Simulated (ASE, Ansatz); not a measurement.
# Forces and charges in Zr2CO2 MXene, 4 layers (80 atoms)

Aim: energy, forces, charges and density of states of Zr2CO2 MXene, 4 layers (80 atoms) at a fixed geometry.

Method: Kohn-Sham DFT, PBE+D4, PAW (set soft_2), plane waves, in Ansatz 0.2.0.

**1. The structure**

The cell holds 80 atoms: 16 C, 32 Zr and 32 O. Its edges and angles: a = 6.752 Å, b = 6.752 Å, c = 40.780 Å, α = 90.0°, β = 90.0°, γ = 120.0°. It derives from Zr2CO2 (Zr2CO2 MXene). 4 layers of Zr2CO2 MXene (a = 3.31 Å), 2 x 2 cells, biaxial strain +2 %, every second layer slid by 0.667 of a1 + 2 a2; facing planes 2.84, 2.72, 2.82 Å apart; 14 Å of vacuum. Regions: layer 1, 20 atoms (4 C, 8 Zr and 8 O); layer 2, 20 atoms (4 C, 8 Zr and 8 O); layer 3, 20 atoms (4 C, 8 Zr and 8 O); layer 4, 20 atoms (4 C, 8 Zr and 8 O). Vacuum lies along c.

Before any run, some limits are plain. The cell is under 6 Å thick along two periodic directions, so every atom has periodic images of itself close by, which move with it and show among its neighbours and in g(r).

**2. Plane-wave single point**

The electrons are solved once, with the atoms held.

input.yaml reads:

```yaml
crystal:
  lattice:
    - [6.7524, 0.0, 0.0]
    - [-3.3762, 5.84775, 0.0]
    - [0.0, 0.0, 40.78]
  atoms:
    - { symbol: C, position: [0.00404, 0.00017, 0.22835] }
    - { symbol: Zr, position: [0.16704, 0.33497, 0.26193] }
    - { symbol: Zr, position: [0.33202, 0.1635, 0.19448] }
    - { symbol: O, position: [0.33551, 0.16654, 0.28419] }
    - { symbol: O, position: [0.16881, 0.33586, 0.17151] }
    - { symbol: C, position: [0.00351, 0.50165, 0.2282] }
    - { symbol: Zr, position: [0.16715, 0.83519, 0.26144] }
    - { symbol: Zr, position: [0.33121, 0.66489, 0.19415] }
    - { symbol: O, position: [0.33593, 0.66698, 0.28433] }
    - { symbol: O, position: [0.16337, 0.83428, 0.17136] }
    - { symbol: C, position: [0.49751, 0.99558, 0.2283] }
    - { symbol: Zr, position: [0.6677, 0.33459, 0.26154] }
    - { symbol: Zr, position: [0.83174, 0.16714, 0.19407] }
    - { symbol: O, position: [0.83438, 0.1682, 0.28441] }
    - { symbol: O, position: [0.66602, 0.33446, 0.17153] }
    - { symbol: C, position: [0.49717, 0.49893, 0.22794] }
    - { symbol: Zr, position: [0.66697, 0.83423, 0.26152] }
    - { symbol: Zr, position: [0.83586, 0.66864, 0.19466] }
    - { symbol: O, position: [0.83563, 0.66683, 0.28463] }
    - { symbol: O, position: [0.66606, 0.83417, 0.17211] }
    - { symbol: C, position: [0.33265, 0.66773, 0.41044] }
    - { symbol: Zr, position: [0.49988, 0.99876, 0.44427] }
    - { symbol: Zr, position: [0.67165, 0.83542, 0.37657] }
    - { symbol: O, position: [0.66443, 0.83195, 0.46665] }
    - { symbol: O, position: [0.50154, 0.00099, 0.35418] }
    - { symbol: C, position: [0.33578, 0.16983, 0.41034] }
    - { symbol: Zr, position: [0.50153, 0.50162, 0.44432] }
    - { symbol: Zr, position: [0.66572, 0.33337, 0.37668] }
    - { symbol: O, position: [0.66712, 0.33494, 0.4668] }
    - { symbol: O, position: [0.49876, 0.49816, 0.35355] }
    - { symbol: C, position: [0.83443, 0.66791, 0.41046] }
    - { symbol: Zr, position: [0.99855, 0.99784, 0.44395] }
    - { symbol: Zr, position: [0.16897, 0.83239, 0.37638] }
    - { symbol: O, position: [0.16806, 0.83632, 0.46664] }
    - { symbol: O, position: [0.99856, 0.99933, 0.35389] }
    - { symbol: C, position: [0.83298, 0.16681, 0.4104] }
    - { symbol: Zr, position: [0.00017, 0.50078, 0.44408] }
    - { symbol: Zr, position: [0.16634, 0.33438, 0.37694] }
    - { symbol: O, position: [0.16879, 0.33498, 0.46707] }
    - { symbol: O, position: [0.9982, 0.49513, 0.35393] }
    - { symbol: C, position: [0.99981, 0.00213, 0.59003] }
    - { symbol: Zr, position: [0.16633, 0.33536, 0.62304] }
    - { symbol: Zr, position: [0.33231, 0.16612, 0.55683] }
    - { symbol: O, position: [0.3352, 0.16705, 0.64627] }
    - { symbol: O, position: [0.16737, 0.33307, 0.53344] }
    - { symbol: C, position: [0.99978, 0.5004, 0.58992] }
    - { symbol: Zr, position: [0.16479, 0.8338, 0.62335] }
    - { symbol: Zr, position: [0.33586, 0.66663, 0.55621] }
    - { symbol: O, position: [0.33681, 0.66889, 0.64645] }
    - { symbol: O, position: [0.16558, 0.83403, 0.53344] }
    - { symbol: C, position: [0.50258, 0.00105, 0.58997] }
    - { symbol: Zr, position: [0.66503, 0.33369, 0.62305] }
    - { symbol: Zr, position: [0.83208, 0.16468, 0.5566] }
    - { symbol: O, position: [0.83558, 0.16935, 0.64616] }
    - { symbol: O, position: [0.66712, 0.33436, 0.53345] }
    - { symbol: C, position: [0.50152, 0.50295, 0.5899] }
    - { symbol: Zr, position: [0.66344, 0.82998, 0.62355] }
    - { symbol: Zr, position: [0.83071, 0.66557, 0.5564] }
    - { symbol: O, position: [0.83484, 0.66636, 0.64631] }
    - { symbol: O, position: [0.66822, 0.83158, 0.53343] }
    - { symbol: C, position: [0.33411, 0.66956, 0.77226] }
    - { symbol: Zr, position: [0.49879, 0.99873, 0.80531] }
    - { symbol: Zr, position: [0.66941, 0.8373, 0.73857] }
    - { symbol: O, position: [0.6669, 0.83189, 0.82844] }
    - { symbol: O, position: [0.49832, 0.0007, 0.71563] }
    - { symbol: C, position: [0.33389, 0.16478, 0.77171] }
    - { symbol: Zr, position: [0.49991, 0.49874, 0.80581] }
    - { symbol: Zr, position: [0.66691, 0.33419, 0.73901] }
    - { symbol: O, position: [0.67013, 0.33494, 0.82777] }
    - { symbol: O, position: [0.49911, 0.49674, 0.71549] }
    - { symbol: C, position: [0.8345, 0.66858, 0.77208] }
    - { symbol: Zr, position: [0.99941, 0.00287, 0.80525] }
    - { symbol: Zr, position: [0.16523, 0.83284, 0.73818] }
    - { symbol: O, position: [0.16552, 0.83269, 0.82803] }
    - { symbol: O, position: [0.99876, 0.99824, 0.71491] }
    - { symbol: C, position: [0.83578, 0.16634, 0.77168] }
    - { symbol: Zr, position: [0.00114, 0.50102, 0.80599] }
    - { symbol: Zr, position: [0.16966, 0.33593, 0.73823] }
    - { symbol: O, position: [0.1698, 0.33611, 0.82837] }
    - { symbol: O, position: [0.99997, 0.49975, 0.71548] }
kpoints:
  mp_grid: { grid: [2, 2, 1] }
hamiltonian:
  xc: pbe
  dispersion: d4
scf:
  occupations: { method: fixed }
output:
  forces: true
  populations: true
  dos:
    method: { smearing: { sigma: 0.1 } }
    de: 0.1
    projected:
      site_lists:
        C: [C]
        O: [O]
        Zr: [Zr]
        layer_1: [0, 1, 2, 3, 4, 5, 6, 7, 8, 9, 10, 11, 12, 13, 14, 15, 16, 17, 18, 19]
        layer_2: [20, 21, 22, 23, 24, 25, 26, 27, 28, 29, 30, 31, 32, 33, 34, 35, 36, 37, 38, 39]
        layer_3: [40, 41, 42, 43, 44, 45, 46, 47, 48, 49, 50, 51, 52, 53, 54, 55, 56, 57, 58, 59]
        layer_4: [60, 61, 62, 63, 64, 65, 66, 67, 68, 69, 70, 71, 72, 73, 74, 75, 76, 77, 78, 79]
  eigenvalues: true
  write_density: true
  write_potential: true
  volumetric_format: npy
```

Command:

```
$ ansatz run input.yaml --threads 8 --pin off --max-ram 15872MiB --backend cpu --events-out ev --progress --plain --runs-dir out
```

Numbers of over 12 decimals in the logs are rounded to 6 here.

What it wrote:

```text
Engine: ansatz 0.2.0, aarch64-unknown-linux-gnu
Pseudopotentials: kind: paw
Pseudopotential: C, paw, valence charge 4, recommended cutoff 420 eV (normal), C.paw.azcp
Pseudopotential: Zr, paw, valence charge 12, recommended cutoff 420 eV (normal), Zr.paw.azcp
Pseudopotential: O, paw, valence charge 6, recommended cutoff 420 eV (normal), O.paw.azcp
[... 5 lines on functional and potentials left out ...]
Crystal: 80 atoms, lattice volume = 1610.253 Å³
Basis set: ecut = 420 eV, 31517 PW (Γ), exchange–correlation on 96×96×576 points (8 copies of the dense FFT grid, shifted against one another)
Bands: 400, of which v1, the nominal top of the filled ones, is band 320 counted from 1 (319 counted from 0)
Symmetry: 1 space group operations
Space group: P1 (ITA 1), of the structure as read, at distance tolerance 1.2e-4 Å
k-points: 4
[... 7 lines on functional and potentials left out ...]
Initial density: superposition of atomic densities (neutral atoms: chi_scale 0, normalization atom), corrected by the library's trained network
Initial wavefunctions: pseudopotential atomic-orbital guess
Functional: x = pbe(κ = 0.804, μ = 0.219515), c = pbe(β = 0.066725)
SCF iter   1: F=—  HF=-156164.772754 eV  |F-HF|=—  |Δ(HF+E_count)|=         —  Δρ=5.56e-3  dr2=8.01e-1  ethr=1.77e-3  ⟨swp⟩=4.0  Hψ=5235  notcnv=0  defer=284
preconditioner: auto → Resta (q_TF=auto, 2.339 Å⁻¹)  ε∞=4.9  [insulator: Δε(μ)=1.064 eV  Ē_g=9.203 eV  n_scr=384 (ndim 8)  ℏωp=18.1 eV  f_vac=0.318  ε∞_Penn≈4.9  vacuum switching on, ρ_ref=6.1e-3 e/Å³]
SCF iter   2: F=—  HF=-156164.654363 eV  |F-HF|=—  |Δ(HF+E_count)|=   1.18e-1  Δρ=2.27e-3  dr2=7.49e-2  ethr=1.25e-4  ⟨swp⟩=2.0  Hψ=2490  notcnv=0  defer=310
SCF iter   3: F=—  HF=-156164.648152 eV  |F-HF|=—  |Δ(HF+E_count)|=   6.21e-3  Δρ=1.19e-3  dr2=2.79e-2  ethr=1.17e-5  ⟨swp⟩=2.2  Hψ=2085  notcnv=0  defer=312
SCF iter   4: F=—  HF=-156164.650906 eV  |F-HF|=—  |Δ(HF+E_count)|=   2.75e-3  Δρ=1.03e-3  dr2=2.93e-2  ethr=4.36e-6  ⟨swp⟩=2.2  Hψ=2099  notcnv=0  defer=312
SCF iter   5: F=—  HF=-156164.647921 eV  |F-HF|=—  |Δ(HF+E_count)|=   2.99e-3  Δρ=1.72e-4  dr2=5.68e-4  ethr=4.36e-6  ⟨swp⟩=2.0  Hψ=2091  notcnv=0  defer=300
SCF iter   6: F=—  HF=-156164.648072 eV  |F-HF|=—  |Δ(HF+E_count)|=   1.50e-4  Δρ=1.63e-4  dr2=5.74e-4  ethr=8.87e-8  ⟨swp⟩=3.0  Hψ=2712  notcnv=0  defer=284
SCF iter   7: F=—  HF=-156164.648007 eV  |F-HF|=—  |Δ(HF+E_count)|=   6.50e-5  Δρ=5.36e-5  dr2=8.10e-5  ethr=8.87e-8  ⟨swp⟩=2.0  Hψ=2084  notcnv=0  defer=284
SCF iter   8: F=—  HF=-156164.647758 eV  |F-HF|=—  |Δ(HF+E_count)|=   2.49e-4  Δρ=1.55e-5  dr2=7.79e-6  ethr=1.27e-8  ⟨swp⟩=2.0  Hψ=2300  notcnv=0  defer=284
SCF iter   9: F=—  HF=-156164.647759 eV  |F-HF|=—  |Δ(HF+E_count)|=   9.66e-7  Δρ=1.55e-5  dr2=6.78e-6  ethr=1.22e-9  ⟨swp⟩=2.2  Hψ=2091  notcnv=0  defer=284
SCF iter  10: F=—  HF=-156164.647758 eV  |F-HF|=—  |Δ(HF+E_count)|=   7.32e-7  Δρ=4.84e-6  dr2=6.37e-7  ethr=1.06e-9  ⟨swp⟩=2.0  Hψ=1971  notcnv=0  defer=284
SCF iter  11: F=—  HF=-156164.647758 eV  |F-HF|=—  |Δ(HF+E_count)|=   8.25e-8  Δρ=1.98e-6  dr2=1.44e-7  ethr=9.96e-11  ⟨swp⟩=3.0  Hψ=2256  notcnv=0  defer=284
SCF iter  12: F=-156164.647758 eV  HF=-156164.647758 eV  |F-HF|=7.97e-9  |Δ(HF+E_count)|=   8.82e-9  Δρ=7.57e-7  dr2=1.62e-8  ethr=1.56e-11  ⟨swp⟩=19.8  Hψ=13820  notcnv=0
SCF 1 converged in 12 iterations: F = -156164.647758 eV  dr2 = 1.62e-8
  greatest PAW one-centre occupation: 0.995 electrons in one spin orbital (limit 2), on the Zr atom at site 57 (counted from 0), in its partial waves of l = 0
WARN: The output density's exchange-correlation potential varies sharply where the density is thin. Do not read a vacuum level from v_tot or v_xc, or from such a field of the output density. On a cell that repeats whose density bears no net charge and no dipole along the vacuum's axis use v_es (v_loc + v_h of the components); [...]
SCF converged after 12 iterations
Free energy (F): -156164.647758 eV
Harris-Foulkes:  -156164.647758 eV  (|F-HF|=7.97e-9)
Internal energy: -156164.647758 eV  (E = F + TS)
E sigma→0 (E₀):  -156164.647758 eV
Fermi energy:    6.042704 eV
--- Per-component energies (eV) ---
  E_band       = -6783.960016
  E_kinetic    = 17630.931289
  E_local      = -553644.940070  (includes V_loc(G=0)·N_el)
  E_nonlocal   = 4403.760708
  E_hartree    = 269341.782054
  E_xc         = -8330.185785
  E_vxc        = -10107.865065  (∫ρ·V_xc dr)
  E_paw        = -101119.047616  (= ΣΔE_a)
  E_vpaw       = -3749.481272  (= ΣTr[D̂ρ^β])
  E_aug_tail   = 0.078339  (compensation charges beyond the density's cutoff)
  E_ewald      = 215566.878812
  E_disp       = -13.905490  (pairwise vdW)
  E_smearing   = -0.000000  (= −TS)
  E_closure    = 0.000000  (closes the sum)
  Σ components = -156164.647758   (vs F -156164.647758, Δ=0.00e0)
--- Forces (eV/Å), atoms counted from 1 ---
  atom   1  C     -0.22645496    -0.05434863    -0.20313267
  atom   2  Zr     0.15292357     0.02118840     0.65705653
  atom   3  Zr    -0.11545273     0.36595465    -0.65354906
  atom   4  O     -0.04233129     0.08211545    -0.53676342
  atom   5  O     -0.12895412    -0.22604635     0.63054528
  atom   6  C     -0.23485481    -0.14512888    -0.20136269
  atom   7  Zr     0.08849674    -0.06235687     0.92149849
  atom   8  Zr     0.19213985    -0.04864630    -0.49497460
  atom   9  O     -0.02992722     0.00375683    -0.55868407
  atom  10  O      0.16220227    -0.06094456     0.61127712
  atom  11  C      0.11693171     0.37364733    -0.27775325
  atom  12  Zr    -0.07736245     0.02716365     0.86214064
  atom  13  Zr     0.06453048     0.03355515    -0.60083608
  atom  14  O     -0.03059498    -0.05184587    -0.68639229
[...]
atom  79  O     -0.08049657    -0.13179080    -0.57924525
  atom  80  O      0.06750349     0.00702468     0.78759761
  max |Σ_I F_I| component: 2.39e-5 eV/Å
--- Band table (eV) ---
  k-point 0: bands = ["-42.9012", "-42.8847", "-42.8804", "-42.8526", [... 384 levels ...], "10.0594", "10.0659", "10.0805", "10.0875", "10.0936", "10.0986", "10.1018", "10.1063", "10.1148", "10.1182", "10.1369", "10.1597"]
[...]
--- Löwdin populations: 80 sites ---
  site symbol       q [e]
     0      C      4.9253
     1     Zr     10.8016
     2     Zr     10.8014
[...]
79      O      6.6495
  spilling = 0.004095 (of n_electrons = 640.000000)
```

Wall time 84 s (8 threads of Arm Neoverse V1, shared host); peak memory 11 GiB.

The column dr2 measures how far the density is from self-consistency, as an energy; F and HF (Harris–Foulkes) agree once it is small.

The program notes that the exchange-correlation potential is rough where the density is thin.

Read from the output:

```yaml
free_energy: -156164.6478 eV
free_energy_per_atom: -1952.0581 eV/atom
scf_cycles: 12
r_m_s_force_component: 0.4163 eV/Å
longest_force: 1.24 eV/Å
fermi_energy: 6.043 eV
spacing_of_highest_filled_and_lowest_empty_level: 0.844 eV
potential_in_mid_vacuum_over_the_fermi_level: 5.424 eV
potential_4p5_a_over_the_upper_face: 5.409 eV
potential_4p5_a_under_the_lower_face: 5.441 eV
spilling_of_the_projection: 0.004095
```

Length of the force by element:

| element | coordination | atoms | mean length of the force (eV/Å) | spread | least | most |
| --- | --- | --- | --- | --- | --- | --- |
| C | all | 16 | 0.213 | 0.109 | 0.0617 | 0.48 |
| O | all | 32 | 0.738 | 0.161 | 0.426 | 1.07 |
| Zr | all | 32 | 0.810 | 0.212 | 0.418 | 1.24 |

Löwdin charges by element (they lack the spilled electrons, 0.033 e an atom on average):

| element | coordination | atoms | mean charge (e) | spread | least | most |
| --- | --- | --- | --- | --- | --- | --- |
| C | all | 16 | -0.924 | 0.002 | -0.926 | -0.921 |
| O | all | 32 | -0.65 | 0.0045 | -0.657 | -0.638 |
| Zr | all | 32 | 1.19 | 0.007 | 1.18 | 1.21 |

By region:

| region | atoms | mean length of the force (eV/Å) |
| --- | --- | --- |
| layer 1 | 20 | 0.625 |
| layer 2 | 20 | 0.56 |
| layer 3 | 20 | 0.806 |
| layer 4 | 20 | 0.656 |

Density of states as counts of states in windows of 1 eV (from the Fermi level), total and the larger projections:

| from (eV) | to (eV) | total | Zr d | O p | layer 4 | layer 3 | layer 1 | layer 2 |
| --- | --- | --- | --- | --- | --- | --- | --- | --- |
| -14 | -10 | 0.0 | 0.0 | 0.0 | 0.0 | 0.0 | 0.0 | 0.0 |
| -10 | -9 | 24.5 | 4.8 | 0.3 | 7.0 | 7.2 | 5.7 | 4.5 |
| -9 | -8 | 7.5 | 1.9 | 0.0 | 1.0 | 0.8 | 2.2 | 3.5 |
| -8 | -6 | 0.0 | 0.0 | 0.0 | 0.0 | 0.0 | 0.0 | 0.0 |
| -6 | -5 | 8.8 | 2.6 | 4.1 | 2.4 | 2.4 | 1.9 | 2.0 |
| -5 | -4 | 98.5 | 24.1 | 63.5 | 25.8 | 24.4 | 24.6 | 23.3 |
| -4 | -3 | 84.2 | 14.1 | 61.3 | 19.4 | 20.9 | 21.1 | 22.0 |
| -3 | -2 | 31.7 | 9.2 | 7.8 | 9.5 | 8.5 | 7.8 | 5.5 |
| -2 | -1 | 46.8 | 11.5 | 11.6 | 10.8 | 12.0 | 11.2 | 12.1 |
| -1 | 0 | 17.5 | 3.1 | 5.1 | 3.4 | 3.3 | 4.6 | 5.9 |
| 0 | 1 | 4.7 | 2.8 | 1.4 | 1.4 | 1.4 | 1.1 | 0.8 |
| 1 | 2 | 28.4 | 22.4 | 4.2 | 6.9 | 6.9 | 7.0 | 7.1 |
| 2 | 3 | 26.2 | 20.9 | 2.4 | 6.8 | 6.9 | 6.2 | 5.8 |

With fixed occupations the program's Fermi level is the highest filled level.

Between -26 and -14 eV lie 64 more states.

The stored curve holds about 384 of the 640 electrons; the rest, give or take the few that broadening carries across the Fermi level, lie in deeper levels below its range.

The levels nearest the highest filled one (over half full), pooled over k-points and spins:

| level less the highest filled one (eV) | occupation |
| --- | --- |
| -0.167 | 2 |
| -0.148 | 2 |
| -0.0913 | 2 |
| -0.0693 | 2 |
| -0.0177 | 2 |
| 0 | 2 |
| 0.844 | 0 |
| 0.872 | 0 |
| 0.876 | 0 |
| 0.897 | 0 |
| 0.910 | 0 |
| 0.933 | 0 |

Planar average of the electrostatic potential energy along the normal, with the Fermi level as zero, after a running mean with a triangular window 4 Å wide at its base:

| height (Å) | potential energy (eV) |
| --- | --- |
| 0.0 | 5.43 |
| 1.1 | 5.43 |
| 2.3 | 5.44 |
| 3.5 | 5.45 |
| 4.7 | 5.23 |
| 5.8 | 2.23 |
| 6.9 | -5.28 |
| 8.1 | -9.62 |
| 9.3 | -8.89 |
| 10.5 | -9.62 |
| 11.6 | -5.54 |
| 12.7 | 0.79 |
| 13.9 | -1.95 |
| 15.2 | -9.03 |
| 16.3 | -8.93 |
| 17.4 | -9.17 |
| 18.5 | -8.31 |
| 19.7 | -1.69 |
| 21.0 | -0.86 |
| 22.1 | -7.61 |
| 23.2 | -9.55 |
| 24.4 | -9.12 |
| 25.5 | -9.44 |
| 26.8 | -2.88 |
| 27.9 | 1.04 |
| 29.0 | -4.62 |
| 30.2 | -9.58 |
| 31.3 | -9.01 |
| 32.6 | -9.71 |
| 33.7 | -6.23 |
| 34.8 | 1.43 |
| 36.0 | 5.04 |
| 37.1 | 5.39 |
| 38.4 | 5.41 |
| 39.5 | 5.42 |
| 40.6 | 5.42 |

Valence density in the ca plane at fractional y = 0.000, with atoms of C and Zr and O within 0.2 Å of it. It is the smooth field of the valence electrons, not physical close to the nuclei.

Values in e/Å³, 10 rows by 16 columns, each cell a mean:
```
0.9 0.2 0.1 0.0 1.3 2.5 0.2 0.2 2.7 1.6 0.0 0.0 0.1 0.2 1.2 0.7
0.3 0.3 0.2 0.0 0.1 0.4 0.3 0.3 0.4 0.3 0.1 0.1 0.2 0.3 0.4 0.3
0.2 0.5 0.3 0.0 0.0 0.3 0.5 0.4 0.2 0.3 0.1 0.1 0.4 0.5 0.2 0.3
0.5 0.2 0.1 0.0 0.3 0.6 0.2 0.3 0.9 0.5 0.1 0.0 0.2 0.3 0.5 0.4
1.1 0.2 0.0 0.0 1.8 3.5 0.2 0.3 3.1 2.0 0.0 0.0 0.1 0.3 1.4 0.8
1.0 0.2 0.1 0.0 1.2 2.4 0.2 0.2 2.6 1.6 0.0 0.0 0.1 0.2 1.1 0.7
0.3 0.3 0.2 0.0 0.1 0.4 0.3 0.3 0.4 0.3 0.1 0.1 0.2 0.3 0.3 0.3
0.2 0.5 0.3 0.0 0.0 0.3 0.4 0.4 0.2 0.3 0.1 0.1 0.4 0.5 0.2 0.3
0.5 0.2 0.1 0.0 0.3 0.5 0.2 0.3 0.9 0.5 0.1 0.0 0.2 0.3 0.5 0.4
1.2 0.2 0.0 0.0 1.8 3.4 0.2 0.3 3.1 2.0 0.0 0.0 0.1 0.3 1.4 0.8
```
Columns run along c (16.0 Å, from fractional 0.23 to 0.62 of the cell), rows up along a (6.8 Å). Atoms in or near the plane, at fractional coordinates: Zr at (0.44, 0.50), O at (0.35, 0.50), Zr at (0.44, 0.00), O at (0.35, 0.00), C at (0.59, 0.00), C at (0.59, 0.50).

Electrostatic potential energy in the ca plane at fractional y = 0.000, with atoms of C and Zr and O within 0.2 Å of it. With pseudopotentials it is smooth inside the atoms' cores, unlike the true potential.

Ten even steps from '0' (-28 eV) to '9' (12 eV), each cell a mean:
```
99999999999999999999989830048889999999300389
99999999999999999999888875678888999999855788
99999999999999999998777788887678899999988767
99999999999999999998655688876557899999987555
99999999999999999987655678875457899999987545
99999999999999999998766788876667899999987666
99999999999999999998877887788778999999987778
99999999999999999999888851168888999999611588
99999999999999999999999710038999999999200289
99999999999999999999888830048889999999400389
99999999999999999999888875578888999999855788
99999999999999999998766788887678899999988767
99999999999999999998655678876557899999987656
99999999999999999987654678875457899999987555
99999999999999999998766788876667899999987666
99999999999999999998877887788778999999987778
99999999999999999999888841168888999999611588
99999999999999999999999710028999999999200289
```
Columns run along c (16.0 Å, from fractional 0.00 to 0.39 of the cell; values clipped at the 3rd and 97th percentile), rows up along a (6.8 Å). Atoms in or near the plane, at fractional coordinates: C at (0.23, 0.00), C at (0.23, 0.50), O at (0.35, 0.50), O at (0.35, 0.00).

Mean Löwdin charges: C -0.92, O -0.65, Zr +1.19 e (they miss 0.41 % of the electrons, so they add up to more than the cell's charge). The potential stands 5.41 eV above the highest filled level over the upper face and 5.44 eV under the lower one, a reading of the ionisation potential at this level on the run's k-points, but a rough one: there is no dipole correction, and the values are taken inside the vacuum, not at the faces.

(Continued in part 2 of 2.)

[Logs are printed without paths, hosts, clocks, repeated set-up lines and the standing remarks that a program may print on its own settings, such as how far it seeks lower states.]

[Hosts, paths, dates, database ids (printed as entryN), source tags and the programs' standing remarks are cut or masked in the printed files.]
